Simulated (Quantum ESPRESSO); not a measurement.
# MnO: magnetism against volume

Wanted: the trend of the moments of MnO with volume.

Main program and level: Quantum ESPRESSO 7.5; PBE with U = 4 eV on Mn d (ortho-atomic projectors); plane waves with GBRV 1.5 PBE potentials, no spin-orbit coupling.

Report form: the programs' logs are mostly left out.

## (1) Starting point

Symmetry: Fm-3m, No. 225, cubic system. The conventional cell has a = 4.445 Å, b = 4.445 Å, c = 4.445 Å, α = 90.00°, β = 90.00°, γ = 90.00°. Nearest to Mn lie 6 O at 2.22 Å. O has 6 Mn at 2.22 Å nearest. Farther neighbours and most contacts between anions are not listed.

The lattice constants were typed from memory of published values and not checked against a source.

## (2) Volume 0.88, ferro +

All lengths scale alike; the factor is that of the volume. Atoms keep their fractional places. Seeded atoms are those given a starting moment.

File pw.in:

```
&CONTROL
  calculation = 'scf'
  prefix = 'pwscf'
  outdir = './tmp'
  pseudo_dir = './pseudo'
  disk_io = 'nowf'
  tprnfor = .true.
  tstress = .true.
/
&SYSTEM
  ibrav = 0
  celldm(1) = 8
  nat = 2
  ntyp = 2
  ecutwfc = 40
  ecutrho = 280
  nbnd = 19
  occupations = 'smearing'
  smearing = 'fd'
  degauss = 0.00367493
  nspin = 2
  starting_magnetization(1) = 0.3
  starting_magnetization(2) = 0
/
&ELECTRONS
  conv_thr = 4d-09
  electron_maxstep = 150
  mixing_beta = 0.3
/
ATOMIC_SPECIES
Mn     54.9380 mn_pbe_v1.5.uspp.F.UPF
O      15.9990 o_pbe_v1.2.uspp.F.UPF
CELL_PARAMETERS alat
   0.0000000000000    0.5030890603796    0.5030890603796
   0.5030890603796    0.0000000000000    0.5030890603796
   0.5030890603796    0.5030890603796    0.0000000000000
ATOMIC_POSITIONS crystal
Mn      0.0000000000    0.0000000000    0.0000000000
O       0.5000000000    0.5000000000    0.5000000000
K_POINTS automatic
10 10 10 0 0 0
HUBBARD {ortho-atomic}
U Mn-3d 4.0000
```

Command:

```
$ OMP_NUM_THREADS=1 mpirun -n 4 pw.x -nk 4 -in pw.in > pw.out
```

Elapsed: 6.2 s, on 4 MPI ranks of Intel Xeon at 2.60GHz (Ice Lake), shared host; peak memory 0.3 GiB; 24 s of CPU time.

Spin moment in the atom's sphere by atom:

| atom | spin moment in the atom's sphere (μB) |
| --- | --- |
| Mn1 | 4.19 |
| O2 | 0.23 |

Read from the output:

* smearing term TS: 3.60e-5 eV
* pressure: 40.51 GPa
* magnetization: 5 μB
* absolute magnetization: 5 μB
* final state: ferromagnetic

## (3) Volume 0.88, antiferro q=(0,0,1/2) +-

The wavevector q is in fractions of the reciprocal vectors of the crystal's primitive cell, as the cells of these inputs are built from it; moments change sign between cells as cos(2π q·R).

File pw.in:

```
&CONTROL
  calculation = 'scf'
  prefix = 'pwscf'
  outdir = './tmp'
  pseudo_dir = './pseudo'
  disk_io = 'nowf'
  tprnfor = .true.
  tstress = .true.
/
&SYSTEM
  ibrav = 0
  celldm(1) = 8
  nat = 4
  ntyp = 3
  ecutwfc = 40
  ecutrho = 280
  nbnd = 30
  occupations = 'smearing'
  smearing = 'fd'
  degauss = 0.00367493
  nspin = 2
  starting_magnetization(1) = 0.3
  starting_magnetization(2) = -0.3
  starting_magnetization(3) = 0
/
&ELECTRONS
  conv_thr = 8d-09
  electron_maxstep = 150
  mixing_beta = 0.3
/
ATOMIC_SPECIES
Mn1    54.9380 mn_pbe_v1.5.uspp.F.UPF
Mn2    54.9380 mn_pbe_v1.5.uspp.F.UPF
O      15.9990 o_pbe_v1.2.uspp.F.UPF
CELL_PARAMETERS alat
   0.0000000000000    0.5030890603796    0.5030890603796
   0.5030890603796    0.0000000000000    0.5030890603796
   1.0061781207616    1.0061781207616    0.0000000000000
ATOMIC_POSITIONS crystal
Mn1     0.0000000000    0.0000000000    0.0000000000
Mn2     0.0000000000    0.0000000000    0.5000000000
O       0.5000000000    0.5000000000    0.2500000000
O       0.5000000000    0.5000000000    0.7500000000
K_POINTS automatic
10 10 5 0 0 0
HUBBARD {ortho-atomic}
U Mn1-3d 4.0000
U Mn2-3d 4.0000
```

Run time: 23 s. Hardware: 4 MPI ranks; peak memory 0.43 GiB.

Spin moment in the atom's sphere by atom:

| atom | spin moment in the atom's sphere (μB) |
| --- | --- |
| Mn1 | 4.13 |
| Mn2 | -4.13 |
| O3 | 0.00 |
| O4 | 0.00 |

Numbers from this step:

* smearing term TS: 7.97e-12 eV
* pressure: 35.69 GPa
* magnetization: 0 μB
* absolute magnetization: 9.307 μB
* final state: antiferromagnetic

## (4) Volume 0.88, no spin polarisation

File pw.in:

```
&CONTROL
  calculation = 'scf'
  prefix = 'pwscf'
  outdir = './tmp'
  pseudo_dir = './pseudo'
  disk_io = 'nowf'
  tprnfor = .true.
  tstress = .true.
/
&SYSTEM
  ibrav = 0
  celldm(1) = 8
  nat = 2
  ntyp = 2
  ecutwfc = 40
  ecutrho = 280
  nbnd = 17
  occupations = 'smearing'
  smearing = 'fd'
  degauss = 0.00367493
/
&ELECTRONS
  conv_thr = 4d-09
  electron_maxstep = 150
  mixing_beta = 0.3
/
ATOMIC_SPECIES
Mn     54.9380 mn_pbe_v1.5.uspp.F.UPF
O      15.9990 o_pbe_v1.2.uspp.F.UPF
CELL_PARAMETERS alat
   0.0000000000000    0.5030890603796    0.5030890603796
   0.5030890603796    0.0000000000000    0.5030890603796
   0.5030890603796    0.5030890603796    0.0000000000000
ATOMIC_POSITIONS crystal
Mn      0.0000000000    0.0000000000    0.0000000000
O       0.5000000000    0.5000000000    0.5000000000
K_POINTS automatic
10 10 10 0 0 0
HUBBARD {ortho-atomic}
U Mn-3d 4.0000
```

The job ended after 4.3 s (4 MPI ranks; peak memory 0.28 GiB).

Numbers from this step:

```
smearing term TS : 0.06378 eV
pressure         : -12.38 GPa
final state      : non-magnetic (no spin polarisation)
```

## (5) Volume 1.12, ferro +

Edit pw.in of step 4 so:

```diff
@@ -16,3 +16,3 @@
   ecutrho = 280
-  nbnd = 17
+  nbnd = 19
   occupations = 'smearing'
@@ -20,2 +20,5 @@
   degauss = 0.00367493
+  nspin = 2
+  starting_magnetization(1) = 0.3
+  starting_magnetization(2) = 0
 /
@@ -30,5 +33,5 @@
 CELL_PARAMETERS alat
-   0.0000000000000    0.5030890603796    0.5030890603796
-   0.5030890603796    0.0000000000000    0.5030890603796
-   0.5030890603796    0.5030890603796    0.0000000000000
+   0.0000000000000    0.5452010169550    0.5452010169550
+   0.5452010169550    0.0000000000000    0.5452010169550
+   0.5452010169550    0.5452010169550    0.0000000000000
 ATOMIC_POSITIONS crystal
```

Wall time 6.4 s (4 MPI ranks); peak memory 0.32 GiB.

This step gave:

```yaml
smearing_term_ts: 2.59e-4 eV
pressure: -6.483 GPa
magnetization: 5 μB
absolute_magnetization: 5 μB
final_state: ferromagnetic
largest_moment: 4.377 μB
```

## (6) Trends

The runs not shown differ from these in the moved quantity alone.

States, by row:

| volume | ferro + | antiferro q=(0,0,1/2) +- | no spin polarisation |
| --- | --- | --- | --- |
| 0.88 | ferromagnetic | antiferromagnetic | non-magnetic |
| 0.91 | ferromagnetic | antiferromagnetic | non-magnetic |
| 0.94 | ferromagnetic | antiferromagnetic | non-magnetic |
| 0.97 | ferromagnetic | antiferromagnetic | non-magnetic |
| 1 | ferromagnetic | antiferromagnetic | non-magnetic |
| 1.03 | ferromagnetic | antiferromagnetic | non-magnetic |
| 1.06 | ferromagnetic | antiferromagnetic | non-magnetic |
| 1.09 | ferromagnetic | antiferromagnetic | non-magnetic |
| 1.12 | ferromagnetic | antiferromagnetic | non-magnetic |

The largest site moment by volume:

| volume (factor) | ferro + (μB) | antiferro q=(0,0,1/2) +- (μB) |
| --- | --- | --- |
| 0.8800 | 4.19 | 4.13 |
| 0.9100 | 4.21 | 4.16 |
| 0.9400 | 4.24 | 4.19 |
| 0.9700 | 4.27 | 4.22 |
| 1.0000 | 4.29 | 4.25 |
| 1.0300 | 4.31 | 4.28 |
| 1.0600 | 4.34 | 4.30 |
| 1.0900 | 4.36 | 4.33 |
| 1.1200 | 4.38 | 4.35 |

Table of energy less that of the parallel start by volume; values in meV a seeded atom:

| volume (factor) | antiferro q=(0,0,1/2) +- | no spin polarisation |
| --- | --- | --- |
| 0.8800 | -136 | 3634 |
| 0.9100 | -118 | 3841 |
| 0.9400 | -102 | 4030 |
| 0.9700 | -88.5 | 4203 |
| 1.0000 | -77.0 | 4361 |
| 1.0300 | -67.1 | 4506 |
| 1.0600 | -58.5 | 4639 |
| 1.0900 | -51.1 | 4762 |
| 1.1200 | -44.6 | 4874 |

Energy over the lowest against volume; values in meV an atom:

| volume (factor) | ferro + | antiferro q=(0,0,1/2) +- | no spin polarisation |
| --- | --- | --- | --- |
| 0.8800 | 246 | 178 | 2063 |
| 0.9100 | 172 | 113 | 2093 |
| 0.9400 | 117 | 65.8 | 2132 |
| 0.9700 | 76.9 | 32.6 | 2178 |
| 1.0000 | 50.1 | 11.6 | 2231 |
| 1.0300 | 34.9 | 1.35 | 2288 |
| 1.0600 | 29.3 | 0 | 2349 |
| 1.0900 | 32.0 | 6.45 | 2413 |
| 1.1200 | 41.8 | 19.5 | 2479 |

## (7) Summary of results

| Property | Result |
| --- | --- |
| moment, parallel start | 4.19 to 4.38 μB |
| states met from these starts | antiferromagnetic and ferromagnetic |

In words: The moment of the parallel start goes from 4.19 μB at 0.88 to 4.38 μB at 1.12. The net moment of the cell goes from 5 to 5 μB. The radius of the spheres follows the nearest distance, so part of the change of the site moments is the spheres'. The largest moment of the start antiferro q=(0,0,1/2) +- lies between 4.13 and 4.35 μB. The start antiferro q=(0,0,1/2) +- lies under the parallel one at every finished point, by 44.6 to 136 meV a seeded atom.

[Logs and program files are shortened in this print: banners, set-up blocks, solver, clock and traceback lines can be left out without a mark of their own.]

[Logs are printed without paths, hosts, clocks, repeated set-up lines and the standing remarks that a program may print on its own settings, such as how far it seeks lower states.]

[Hosts, paths, dates, database ids (printed as entryN), source tags and the programs' standing remarks are cut or masked in the printed files.]

[Where a cell is said to come from a database of computed structures, the database is the Materials Project.]
